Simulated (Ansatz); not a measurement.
## Quasiparticle gap of Sn2S3 (Ottemannite)

Wanted: the gap of Sn2S3 (Ottemannite) with a many-body correction, and the time that it takes.

Method: r2SCAN, then G0W0 on it, plane waves, PAW, in Ansatz 0.2.0.

## (1) Starting point

It takes space group Pnma (No. 62, orthorhombic). The conventional cell has a = 8.878 Å, b = 3.751 Å, c = 14.020 Å, α = 90.00°, β = 90.00°, γ = 90.00°. Nearest to Sn lie 6 S at 2.50 to 2.60 Å. Sn has 4 S at 2.65 to 3.14 Å nearest. Nearest to S lie 4 Sn at 2.57 to 3.14 Å. Nearest to S lie 3 Sn at 2.56 to 2.77 Å. Nearest to S lie 3 Sn at 2.50 to 2.65 Å. Farther neighbours and most contacts between anions are not listed.

The cell and positions come from the Crystallography Open Database and are kept as given unless a step says otherwise. The default PAW set here is soft_2. Its files were made with PBE.

## (2) Bands along the symmetry lines

Levels along a band path and on the mesh show where this functional puts the band edges.

This step: DFT, r2SCAN, plane waves, PAW.

Contents of input.yaml:

```yaml
crystal:
  lattice:
    - [8.878, 0.0, 0.0]
    - [0.0, 3.751, 0.0]
    - [0.0, 0.0, 14.02]
  atoms:
    - { symbol: Sn, position: [0.16494, 0.25, 0.05195] }
    - { symbol: Sn, position: [0.33506, 0.75, 0.55195] }
    - { symbol: Sn, position: [0.66494, 0.25, 0.44805] }
    - { symbol: Sn, position: [0.83506, 0.75, 0.94805] }
    - { symbol: Sn, position: [0.48509, 0.75, 0.16936] }
    - { symbol: Sn, position: [0.01491, 0.25, 0.66936] }
    - { symbol: Sn, position: [0.98509, 0.75, 0.33064] }
    - { symbol: Sn, position: [0.51491, 0.25, 0.83064] }
    - { symbol: S, position: [0.98047, 0.75, 0.1064] }
    - { symbol: S, position: [0.51953, 0.25, 0.6064] }
    - { symbol: S, position: [0.48047, 0.75, 0.3936] }
    - { symbol: S, position: [0.01953, 0.25, 0.8936] }
    - { symbol: S, position: [0.33879, 0.75, 0.99524] }
    - { symbol: S, position: [0.16121, 0.25, 0.49524] }
    - { symbol: S, position: [0.83879, 0.75, 0.50476] }
    - { symbol: S, position: [0.66121, 0.25, 0.00476] }
    - { symbol: S, position: [0.28631, 0.25, 0.21246] }
    - { symbol: S, position: [0.21369, 0.75, 0.71246] }
    - { symbol: S, position: [0.78631, 0.25, 0.28754] }
    - { symbol: S, position: [0.71369, 0.75, 0.78754] }
kpoints:
  mp_grid: { grid: [4, 6, 2] }
  band_path:
    path:
      - [[0.0, 0.0, 0.0], [0.5, 0.0, 0.0], [0.5, 0.5, 0.0], [0.0, 0.5, 0.0], [0.0, 0.0, 0.0], [0.0, 0.0, 0.5], [0.5, 0.0, 0.5], [0.5, 0.5, 0.5], [0.0, 0.5, 0.5], [0.0, 0.0, 0.5]]
      - [[0.5, 0.0, 0.0], [0.5, 0.0, 0.5]]
      - [[0.0, 0.5, 0.0], [0.0, 0.5, 0.5]]
      - [[0.5, 0.5, 0.0], [0.5, 0.5, 0.5]]
    npoints: 10
hamiltonian:
  xc: r2scan
scf:
  occupations: { method: fermi_dirac, width: 0.02 }
  n_extra_bands: 10
output:
  eigenvalues: true
  forces: true
  stress: true
```

Run with:

```console
$ ansatz run input.yaml --threads 24 --pin off --max-ram 82944MiB --backend cuda --events-out ev --progress --plain --runs-dir out --devices 1 --max-vram 78GiB
```

Numbers of over 12 decimals in the logs are rounded to 6 here.

Log:

```text
scf.n_extra_bands = 10 over 92 filled bands (N_el = 184.0): the run solves 102 bands
GPUs: using 1 of 1 available (devices: 1).
Engine: ansatz 0.2.0, aarch64-unknown-linux-gnu
Pseudopotentials: kind: paw
Pseudopotential: Sn, paw, valence charge 14, recommended cutoff 500 eV (meta_gga), Sn.paw.azcp
Pseudopotential: S, paw, valence charge 6, recommended cutoff 500 eV (meta_gga), S.paw.azcp
Functional definition: r2SCAN
  parameter k0 = 0.174
  parameter k1 = 0.065
  parameter a1 = 4.9479
  exchange = r2scan_x(k0 = k0, k1 = k1, a1 = a1)
  correlation = r2scan_c
device memory: the entry about to start is reckoned to put 22.6 GiB on a device that reports 181.7 GiB free (of which the cap on the GPU budget leaves the run 78.0 GiB)
GPU FFT provider: cuFFT
GPU libraries: cuBLAS 13.8.1, cuFFT 12.4.0, cuSOLVER 12.3.2
GPU matrix products: emulated (plane waves: as basis.precision tells), large ones in fixed point in workspaces of 1.00 GiB
Crystal: 20 atoms, lattice volume = 466.885 Å³
Basis set: ecut = 500 eV, 11863 PW (Γ), exchange–correlation on 288×120×432 points (64 copies of the dense FFT grid, shifted against one another)
Bands: 102, of which v1, the nominal top of the filled ones, is band 92 counted from 1 (91 counted from 0)
Symmetry: 8 space group operations
Space group: Pnma (ITA 62), of the structure as read, at distance tolerance 7.8e-5 Å
k-points: 24 of 48
Non-local potential: Sn, projectors of the file, l = 0: 2, l = 1: 2, l = 2: 2, l = 3: 2
Non-local potential: S, projectors of the file, l = 0: 2, l = 1: 2, l = 2: 2
PAW form: soft (Blöchl's): semilocal exchange-correlation on the pseudo side does not see the compensation charge
PAW frozen core: Sn, regenerated for the run's functional (the file was generated under x = pbe(κ = 0.804, μ = 0.219515), c = pbe(β = 0.066725))
PAW frozen core: S, regenerated for the run's functional (the file was generated under x = pbe(κ = 0.804, μ = 0.219515), c = pbe(β = 0.066725))
PAW one-centre angular grid: Sn, 590 points (default); XC on 249 of its mesh's 2787 points in the sphere
PAW one-centre angular grid: S, 302 points (default); XC on 160 Gauss nodes
Initial density: superposition of atomic densities (neutral atoms: chi_scale 0, normalization atom), corrected by the library's trained network
Initial wavefunctions: pseudopotential atomic-orbital guess
GPU buffer pool allocated for 233280 grid points (all kernels)
GPU transforms: local potential: pruned to the plane-wave sphere, on 72×27×108; band sums: pruned to the plane-wave sphere, on 72×30×108
Functional: x = r2scan, c = r2scan; τ floored in thin density (d = 2e-4 eV/Å³)
SCF iter   1: F=—  HF=-59188.434013 eV  |F-HF|=—  |Δ(HF+E_count)|=         —  Δρ=6.37e-3  dr2=1.93e-1  dr2_τ=8.36e-2  ethr=1.77e-3  ⟨swp⟩=7.5  Hψ=10761  notcnv=0
preconditioner: auto → Resta (q_TF=auto, 2.336 Å⁻¹)  ε∞=3.3  [insulator: Δε(μ)=0.954 eV  Ē_g=15.488 eV  σ=0.020 eV  W_gap=1.00  n_scr=110 (ndim 8)  ℏωp=23.3 eV  f_vac=0.007  D(μ)=0.00/eV (n_scr^D=0)  ε∞_Penn≈3.3]
SCF iter   2: F=—  HF=-59188.594013 eV  |F-HF|=—  |Δ(HF+E_count)|=   1.60e-1  Δρ=3.47e-3  dr2=4.97e-2  dr2_τ=7.62e-4  ethr=1.05e-4  ⟨swp⟩=3.2  Hψ=5170  notcnv=0  defer=122
SCF iter   3: F=—  HF=-59188.592142 eV  |F-HF|=—  |Δ(HF+E_count)|=   1.87e-3  Δρ=8.53e-4  dr2=2.79e-3  dr2_τ=2.15e-4  ethr=2.70e-5  ⟨swp⟩=2.0  Hψ=3221  notcnv=0  defer=122
SCF iter   4: F=—  HF=-59188.592214 eV  |F-HF|=—  |Δ(HF+E_count)|=   7.18e-5  Δρ=1.75e-4  dr2=1.60e-4  dr2_τ=1.22e-5  ethr=1.52e-6  ⟨swp⟩=2.0  Hψ=4534  notcnv=0  defer=122
SCF iter   5: F=—  HF=-59188.591595 eV  |F-HF|=—  |Δ(HF+E_count)|=   6.19e-4  Δρ=6.60e-5  dr2=3.18e-5  dr2_τ=1.24e-6  ethr=8.71e-8  ⟨swp⟩=2.0  Hψ=3237  notcnv=0  defer=122
SCF iter   6: F=—  HF=-59188.592386 eV  |F-HF|=—  |Δ(HF+E_count)|=   7.91e-4  Δρ=2.46e-5  dr2=8.19e-6  dr2_τ=3.78e-7  ethr=1.73e-8  ⟨swp⟩=2.0  Hψ=3379  notcnv=0  defer=122
SCF iter   7: F=—  HF=-59188.592386 eV  |F-HF|=—  |Δ(HF+E_count)|=   2.17e-7  Δρ=6.90e-6  dr2=3.67e-7  dr2_τ=1.20e-8  ethr=4.45e-9  ⟨swp⟩=2.0  Hψ=3091  notcnv=0  defer=122
SCF iter   8: F=-59188.592386 eV  HF=-59188.592386 eV  |F-HF|=4.84e-9  |Δ(HF+E_count)|=   8.97e-8  Δρ=1.95e-6  dr2=2.86e-8  dr2_τ=2.11e-9  ethr=5.43e-11  ⟨swp⟩=11.4  Hψ=12676  notcnv=0
SCF 1 converged in 8 iterations: F = -59188.592386 eV  dr2 = 2.86e-8
  greatest PAW one-centre occupation: 0.993 electrons in one spin orbital (limit 2), on the Sn atom at site 3 (counted from 0), in its partial waves of l = 2
concurrent solve slots: 21 of 24 are kept, ahead of what memory takes: no pass of the eigensolver takes more rounds on 21
device memory: the entry about to start is reckoned to put 16.0 GiB on a device that reports 182.4 GiB free (of which the cap on the GPU budget leaves the run 78.0 GiB)
NSCF: frozen V_eff on 124 k-points
SCF converged after 8 iterations
Free energy (F): -59188.592386 eV
Harris-Foulkes:  -59188.592386 eV  (|F-HF|=4.84e-9)
Internal energy: -59188.592386 eV  (E = F + TS)
E sigma→0 (E₀):  -59188.592386 eV
Fermi energy:    7.968689 eV
--- Per-component energies (eV) ---
  E_band       = -997.728089
  E_kinetic    = 2769.510996
  E_local      = -10428.412770  (includes V_loc(G=0)·N_el)
  E_nonlocal   = 84.607367
  E_hartree    = 5712.498973
  E_xc         = -4094.185917
  E_vxc        = -1961.428270  (∫ρ·V_xc dr)
  E_paw        = -40601.482799  (= ΣΔE_a)
  E_vpaw       = -2990.948771  (= ΣTr[D̂ρ^β])
  E_aug_tail   = 0.000009  (compensation charges beyond the density's cutoff)
  E_vtau       = 103.944896  (kinetic-family band-sum trace: ∫τ·v_τ [+ j·A + Jᵃ·Aᵃ] dr)
  E_ewald      = -12635.693603
  E_core_change = 4.565358  (= ΣΔE_core)
  E_smearing   = -0.000000  (= −TS)
  E_closure    = -0.000000  (closes the sum)
  Σ components = -59188.592386   (vs F -59188.592386, Δ=0.00e0)
--- Forces (eV/Å), atoms counted from 1 ---
  atom   1  Sn    -0.03047829     0.00000000    -0.04297193
  atom   2  Sn     0.03047829     0.00000000    -0.04297193
  atom   3  Sn    -0.03047829     0.00000000     0.04297193
  atom   4  Sn     0.03047829     0.00000000     0.04297193
  atom   5  Sn    -0.11059744    -0.00000000    -0.02422239
  atom   6  Sn     0.11059744     0.00000000    -0.02422239
  atom   7  Sn    -0.11059744    -0.00000000     0.02422239
  atom   8  Sn     0.11059744     0.00000000     0.02422239
  atom   9  S     -0.00831754    -0.00000000     0.06476250
  atom  10  S      0.00831754     0.00000000     0.06476250
  atom  11  S     -0.00831754    -0.00000000    -0.06476250
  atom  12  S      0.00831754     0.00000000    -0.06476250
  atom  13  S      0.04411354     0.00000000     0.04292224
  atom  14  S     -0.04411354     0.00000000     0.04292224
  atom  15  S      0.04411354     0.00000000    -0.04292224
  atom  16  S     -0.04411354     0.00000000    -0.04292224
  atom  17  S      0.10066722    -0.00000000     0.03413813
  atom  18  S     -0.10066722     0.00000000     0.03413813
  atom  19  S      0.10066722    -0.00000000    -0.03413813
  atom  20  S     -0.10066722     0.00000000    -0.03413813
  max |Σ_I F_I| component: 9.71e-17 eV/Å
--- Stress (GPa, compression-positive) ---
        1.433203       0.000000       0.000000
        0.000000       1.559002       0.000000
        0.000000       0.000000       1.418295
  P = ⅓ Tr σ = 1.4702 GPa (14.702 kbar)
--- Band table (eV; the first three rows and the last of 24) ---
  k-point 0: bands = [... 88 lower, 6.2511, 6.7331, 7.4731, 7.5369, 8.6405, 8.8013, 8.9180, 9.2163, ... 6 higher]
  k-point 1: bands = [... 88 lower, 6.3922, 6.3922, 7.5214, 7.5214, 8.4453, 8.4453, 9.1940, 9.1940, ... 6 higher]
  k-point 2: bands = [... 88 lower, 6.5777, 6.7445, 7.1043, 7.2104, 9.0286, 9.0741, 9.5119, 9.7796, ... 6 higher]
  k-point 23: bands = [... 88 lower, 6.2002, 6.2002, 6.2002, 6.2002, 8.8952, 8.8952, 8.8952, 8.8952, ... 6 higher]
```

Elapsed: 5.2 s, on 1 × NVIDIA GB200 (shared by 2 runs) with 24 threads of Arm Neoverse V2, shared host; peak memory 1.8 GiB.

This step gave:

```yaml
pressure: 1.470 GPa
filled_bands: 92
gap: 0.8298 eV
valence_top_at: k = (0.100, 0.000, 0.000)
conduction_bottom_at: T
least_direct_gap: 0.9166 eV
```

Over mesh and path the gap is 0.830 eV, from k = (0.100, 0.000, 0.000) to k = (0.000, 0.500, 0.500). The least direct gap found is 0.917 eV, at k = (0.000, 0.000, 0.450). On the 4×6×2 mesh alone the same run gives 0.876 eV, so that mesh misses an edge of r2SCAN: 0.876 − 0.830 = +0.046 eV.

Electronic bands along the path, in eV, zero at the top of the highest nominally filled band:

```tsv
point	band 89	band 90	band 91	band 92	band 93	band 94	band 95	band 96
Γ	-1.33	-0.85	-0.11	-0.05	1.06	1.22	1.33	1.63
halfway	-1.27	-0.92	-0.49	-0.08	0.98	1.07	1.66	1.75
X	-0.93	-0.93	-0.61	-0.61	0.96	0.96	1.93	1.93
halfway	-0.92	-0.92	-0.67	-0.67	1.46	1.46	1.87	1.87
S	-1.33	-1.33	-1.33	-1.33	1.40	1.40	1.40	1.40
halfway	-1.40	-1.40	-1.14	-1.14	1.32	1.32	1.33	1.33
Y	-1.55	-1.55	-1.02	-1.02	1.21	1.21	1.42	1.42
halfway	-1.02	-0.95	-0.91	-0.87	1.31	1.50	1.83	1.96
Γ	-1.33	-0.85	-0.11	-0.05	1.06	1.22	1.33	1.63
halfway	-1.38	-0.93	-0.08	-0.06	0.92	1.04	1.47	1.65
Z	-1.19	-1.19	-0.06	-0.06	0.86	0.86	1.61	1.61
halfway	-1.02	-1.02	-0.24	-0.24	0.85	0.85	1.67	1.67
U	-0.71	-0.71	-0.59	-0.59	0.86	0.86	1.77	1.77
halfway	-0.87	-0.87	-0.75	-0.75	1.54	1.54	1.80	1.80
R	-1.38	-1.38	-1.38	-1.38	1.31	1.31	1.31	1.31
halfway	-1.56	-1.56	-1.13	-1.13	0.93	0.93	1.64	1.64
T	-1.54	-1.54	-1.01	-1.01	0.83	0.83	1.81	1.81
halfway	-1.02	-1.02	-0.98	-0.98	1.32	1.32	1.97	1.97
Z	-1.19	-1.19	-0.06	-0.06	0.86	0.86	1.61	1.61
jump to X	-0.93	-0.93	-0.61	-0.61	0.96	0.96	1.93	1.93
halfway	-0.82	-0.82	-0.60	-0.60	0.91	0.91	1.85	1.85
U	-0.71	-0.71	-0.59	-0.59	0.86	0.86	1.77	1.77
jump to Y	-1.55	-1.55	-1.02	-1.02	1.21	1.21	1.42	1.42
halfway	-1.57	-1.57	-1.01	-1.01	0.96	0.96	1.68	1.68
T	-1.54	-1.54	-1.01	-1.01	0.83	0.83	1.81	1.81
jump to S	-1.33	-1.33	-1.33	-1.33	1.40	1.40	1.40	1.40
```

## (3) The quasiparticle correction

G0W0 replaces the xc potential by a self-energy built once from the orbitals of the start. Levels are corrected in the window of bands that the input names, at points of the mesh.

This step: G0W0 on r2SCAN, plane waves, PAW.

input.yaml, the sections that differ from step 2:

```yaml
kpoints:
  mp_grid: { grid: [2, 4, 2] }
scf:
  occupations: { method: fixed }
gw:
  n_empty_bands: 905
  ecut_chi: 90.0
  qp_bands: [v4, c4]
  qp_kpoints: band_edges
  screening: { model: contour_deformation }
# crystal, hamiltonian: as in step 2
# output: removed
```

Log:

```text
GPUs: using 1 of 1 available (devices: 1).
[...]
Crystal: 20 atoms, lattice volume = 466.885 Å³
Basis set: ecut = 500 eV, 11863 PW (Γ), exchange–correlation on 288×120×432 points (64 copies of the dense FFT grid, shifted against one another)
Bands: 112, of which v1, the nominal top of the filled ones, is band 92 counted from 1 (91 counted from 0)
Symmetry: 8 space group operations
[...]
k-points: 12 of 16
[...]
SCF iter   1: F=—  HF=-59188.377575 eV  |F-HF|=—  |Δ(HF+E_count)|=         —  Δρ=6.36e-3  dr2=1.87e-1  dr2_τ=8.42e-2  ethr=1.77e-3  ⟨swp⟩=4.8  Hψ=4482  notcnv=0  defer=205
[...]
SCF iter   8: F=-59188.536831 eV  HF=-59188.536831 eV  |F-HF|=4.84e-9  |Δ(HF+E_count)|=   1.01e-7  Δρ=1.90e-6  dr2=2.87e-8  dr2_τ=2.03e-9  ethr=5.43e-11  ⟨swp⟩=13.2  Hψ=6618  notcnv=0
SCF 1 converged in 8 iterations: F = -59188.536831 eV  dr2 = 2.87e-8
[...]
NSCF: frozen V_eff on 12 k-points
the band table was solved once the SCF had ended and its energy, with any forces and stress, was formed, with the checks that follow a solve (5250 applications of the Hamiltonian). They found nothing against the state; the energy, forces and stress were not computed again (output.eigenvalues in the input reference)
[...]
G₀W₀ screening: q 1/12
[...]
SCF converged after 8 iterations
[...]
3    96      9.5518   -11.2285    -3.6331   -15.2791  0.7636     9.9735     9.9692  root
     4    89      6.0375   -17.4901     2.1083   -15.1840  0.7417     5.8387     5.8396  root
     4    90      6.0375   -17.4901     2.1083   -15.1840  0.7417     5.8387     5.8396  root
     4    91      6.5616   -16.3561     1.3672   -14.6931  0.7608     6.2635     6.2658  root
     4    92      6.5616   -16.3561     1.3672   -14.6931  0.7608     6.2635     6.2658  root
     4    93      8.8003   -10.9679    -3.3452   -14.6798  0.7733     9.1699     9.1668  root
     4    94      8.8003   -10.9679    -3.3452   -14.6798  0.7733     9.1699     9.1668  root
     4    95      9.0055   -10.7786    -3.3892   -14.5373  0.7689     9.3766     9.3749  root
     4    96      9.0055   -10.7786    -3.3892   -14.5373  0.7689     9.3766     9.3749  root
     5    89      6.0427   -17.9816     2.3027   -15.4892  0.7405     5.8521     5.8530  root
     5    90      6.0427   -17.9816     2.3027   -15.4892  0.7405     5.8521     5.8530  root
     5    91      6.5692   -16.5809     1.3863   -14.9278  0.7602     6.3007     6.3024  root
     5    92      6.5692   -16.5809     1.3863   -14.9278  0.7602     6.3007     6.3024  root
     5    93      8.4156   -10.6808    -3.1775   -14.1945  0.7792     8.7533     8.7518  root
     5    94      8.4156   -10.6808    -3.1775   -14.1945  0.7792     8.7533     8.7518  root
     5    95      9.3957   -10.5179    -3.5246   -14.4005  0.7639     9.7575     9.7536  root
     5    96      9.3957   -10.5179    -3.5246   -14.4005  0.7639     9.7575     9.7536  root
     6    89      6.6476   -16.1946     1.4163   -14.5215  0.7566     6.3896     6.3907  root
     6    90      6.6476   -16.1946     1.4163   -14.5215  0.7566     6.3896     6.3907  root
     6    91      6.9680   -16.5806     1.3247   -15.0330  0.7576     6.7439     6.7451  root
     6    92      6.9680   -16.5806     1.3247   -15.0330  0.7576     6.7439     6.7451  root
     6    93      8.5506   -10.9614    -3.2671   -14.5677  0.7745     8.8918     8.8898  root
     6    94      8.5506   -10.9614    -3.2671   -14.5677  0.7745     8.8918     8.8898  root
     6    95      9.5146   -11.4164    -3.5560   -15.3565  0.7681     9.9020     9.8987  root
     6    96      9.5146   -11.4164    -3.5560   -15.3565  0.7681     9.9020     9.8987  root
     7    89      6.8676   -16.5800     1.3613   -14.9810  0.7562     6.6282     6.6298  root
     7    90      6.8676   -16.5800     1.3613   -14.9810  0.7562     6.6282     6.6298  root
     7    91      6.9927   -17.0250     1.5065   -15.3085  0.7560     6.7818     6.7828  root
     7    92      6.9927   -17.0250     1.5065   -15.3085  0.7560     6.7818     6.7828  root
     7    93      8.4438   -10.6762    -3.2687   -14.2749  0.7775     8.7755     8.7739  root
     7    94      8.4438   -10.6762    -3.2687   -14.2749  0.7775     8.7755     8.7739  root
     7    95      9.3614   -11.2249    -3.4640   -15.0487  0.7724     9.7234     9.7212  root
     7    96      9.3614   -11.2249    -3.4640   -15.0487  0.7724     9.7234     9.7212  root
     8    89      6.6576   -16.7340     1.6179   -14.8533  0.7536     6.3931     6.3948  root
     8    90      6.6576   -16.7340     1.6179   -14.8533  0.7536     6.3931     6.3948  root
     8    91      6.9128   -16.6887     1.3926   -15.0487  0.7603     6.6642     6.6654  root
     8    92      6.9128   -16.6887     1.3926   -15.0487  0.7603     6.6642     6.6654  root
     8    93      9.0486   -10.9056    -3.4589   -14.7511  0.7729     9.4379     9.4352  root
     8    94      9.0486   -10.9056    -3.4589   -14.7511  0.7729     9.4379     9.4352  root
     8    95      9.4592   -11.2270    -3.6120   -15.2725  0.7616     9.8976     9.8928  root
[...]
10    93      8.9818   -11.0383    -3.3792   -14.7956  0.7718     9.3625     9.3599  root
    10    94      8.9818   -11.0383    -3.3792   -14.7956  0.7718     9.3625     9.3599  root
    10    95      8.9818   -11.0383    -3.3792   -14.7956  0.7718     9.3625     9.3599  root
    10    96      8.9818   -11.0383    -3.3792   -14.7956  0.7718     9.3625     9.3599  root
    11    89      6.2014   -17.1559     1.7894   -15.1375  0.7494     5.9710     5.9723  root
    11    90      6.2014   -17.1559     1.7894   -15.1375  0.7494     5.9710     5.9723  root
    11    91      6.2014   -17.1559     1.7894   -15.1375  0.7494     5.9710     5.9723  root
    11    92      6.2014   -17.1559     1.7894   -15.1375  0.7494     5.9710     5.9723  root
    11    93      8.8984   -10.9025    -3.3400   -14.6132  0.7739     9.2718     9.2692  root
    11    94      8.8984   -10.9025    -3.3400   -14.6132  0.7739     9.2718     9.2692  root
    11    95      8.8984   -10.9025    -3.3400   -14.6132  0.7739     9.2718     9.2692  root
    11    96      8.8984   -10.9025    -3.3400   -14.6132  0.7739     9.2718     9.2692  root
```

It took 37 s on 1 × NVIDIA GB200 (shared by 2 runs) with 24 threads; peak memory 8.4 GiB.

This step gave:

```
bands summed                                    : 997
RPA ε∞ on this mesh (eigenvalues)               : 8.216, 8.223, 8.425
plane waves in the screening matrix             : 885
q-points in the mesh                            : 16
G0W0 gap over the corrected points              : 1.422 eV
k of the valence top                            : 0, 0, 0
k of the conduction bottom                      : 0, -0.5, -0.5
starting gap on the mesh                        : 0.8819 eV
Z at the valence top                            : 0.7632
Z at the conduction bottom                      : 0.7792
least direct G0W0 gap over the corrected points : 1.438 eV
```

Over 11 of 12 irreducible mesh points the G0W0 gap is 1.422 eV, from k = Γ to k = (0.000, -0.500, -0.500). The r2SCAN gap of this run on the mesh is 0.882 eV. The two states that bound the G0W0 gap lie that far apart at the start, so the correction of the gap is 1.422 − 0.882 = +0.540 eV. The start of this run differs from the step before in mesh (4×6×2 and 2×4×2).

Labels follow the order of the start: v1 is the top filled band, c1 the lowest empty one; levels that stay degenerate share a row, the window can cut a multiplet, doubted levels are not marked in this list, bands outside the window were not corrected, and the list may be a part of the corrected levels. The levels before and after the correction (eV, zero at the valence-band top of each column):

```tsv
	conduction bottom	valence top
Kohn-Sham	0.88	0.00
G0W0	1.42	0.00
```

```tsv
	level	occupation	energy (eV)
Kohn-Sham	Γ v3	2	-0.799
Kohn-Sham	Γ v2	2	-0.063
Kohn-Sham	Γ v1	2	0.000
Kohn-Sham	Γ c1	0	1.110
Kohn-Sham	Γ c2	0	1.272
Kohn-Sham	Γ c3	0	1.388
Kohn-Sham	(0 -0.5 -0.5) v3	2	-1.491
Kohn-Sham	(0 -0.5 -0.5) v2-v1	2	-0.965
Kohn-Sham	(0 -0.5 -0.5) c1-c2	0	0.882
Kohn-Sham	(0 -0.5 -0.5) c3	0	1.862
G0W0	Γ v3	2	-0.799
G0W0	Γ v2	2	-0.094
G0W0	Γ v1	2	0.000
G0W0	Γ c1	0	1.649
G0W0	Γ c2	0	1.816
G0W0	Γ c3	0	1.948
G0W0	(0 -0.5 -0.5) v3	2	-1.476
G0W0	(0 -0.5 -0.5) v2-v1	2	-1.027
G0W0	(0 -0.5 -0.5) c1-c2	0	1.422
G0W0	(0 -0.5 -0.5) c3	0	2.424
```

The parts of the quasiparticle energy for the two states that bound the G0W0 gap, in eV on the run's own scale (QP = start + Σx + Σc − Vxc, with Σc at the quasiparticle energy):

```tsv
edge	k	band	start	Σx	Σc	Vxc	Z	QP
valence top	Γ	92	7.534	−17.155	1.206	−15.745	0.763	7.330
conduction bottom	(0.000, -0.500, -0.500)	93	8.416	−10.681	−3.178	−14.194	0.779	8.752
```

[end of part 1 of 2]

[Paths, hosts, dates, memory and timing lines, banners, echoed tables and standing remarks are left out of the program output.]

[Logs are printed without paths, hosts, clocks, repeated set-up lines and the standing remarks that a program may print on its own settings, such as how far it seeks lower states.]

[Runs of the session that timed out or met a known fault of the program may be left out.]

[Cells called generated may have been cut or substituted from an entry of the Crystallography Open Database or the Materials Project.]

[Hosts, paths, dates, database ids (printed as entryN), source tags and the programs' standing remarks are cut or masked in the printed files.]

[Where an RPA ε∞ is given, it is that of the G0W0 mesh and is not shown converged in it. Names of k-points follow the symmetry that the program found, which can be lower than the space group named. Band edges on a path are those of the sampled points; other points can move an edge, and change direct to indirect where valleys lie close.]

[Hybrid gaps are those of their k-mesh and are not shown converged in it.]
